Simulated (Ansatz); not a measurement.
Rows from a G0W0 calculation on Bi2Te2Se (R-3m) (Ansatz 0.2.0; G0W0 on LDA, plane waves, PAW; 4×4×4 mesh, 1018 empty bands, screening to 190 eV, plasmon pole), in eV. Spin-orbit coupling is left out.

| row | k | band | start | Σx | Σc at the solution | Vxc |
| --- | --- | --- | --- | --- | --- | --- |
| A | Γ | c1 | 8.016 | -9.862 | -3.026 | -13.073 |
| B | Γ | c2 | 9.007 | -10.070 | -3.305 | -13.508 |
| C | Γ | v1 | 7.648 | -14.943 | 0.022 | -14.701 |
| D | Γ | v2 | 7.062 | -15.814 | 0.999 | -14.471 |

**Question.** Give the quasiparticle energies and the shift of each level.

The quasiparticle equation reads E = start + Σx + Σc(E) − Vxc.

| row | E (eV) | shift (eV) |
| --- | --- | --- |
| A | 8.201 | +0.185 |
| B | 9.139 | +0.132 |
| C | 7.428 | −0.220 |
| D | 6.718 | −0.344 |

The gap over the computed points goes from 0.37 eV to 0.77 eV.

Limits: not at the basis limit; model gap, bands may invert with spin-orbit coupling; mesh may overstate the screening; no spin-orbit coupling.

[Runs of the session that timed out or met a known fault of the program may be left out.]

[Cells called generated may have been cut or substituted from an entry of the Crystallography Open Database or the Materials Project.]

[Hosts, paths, dates, database ids (printed as entryN), source tags and the programs' standing remarks are cut or masked in the printed files.]
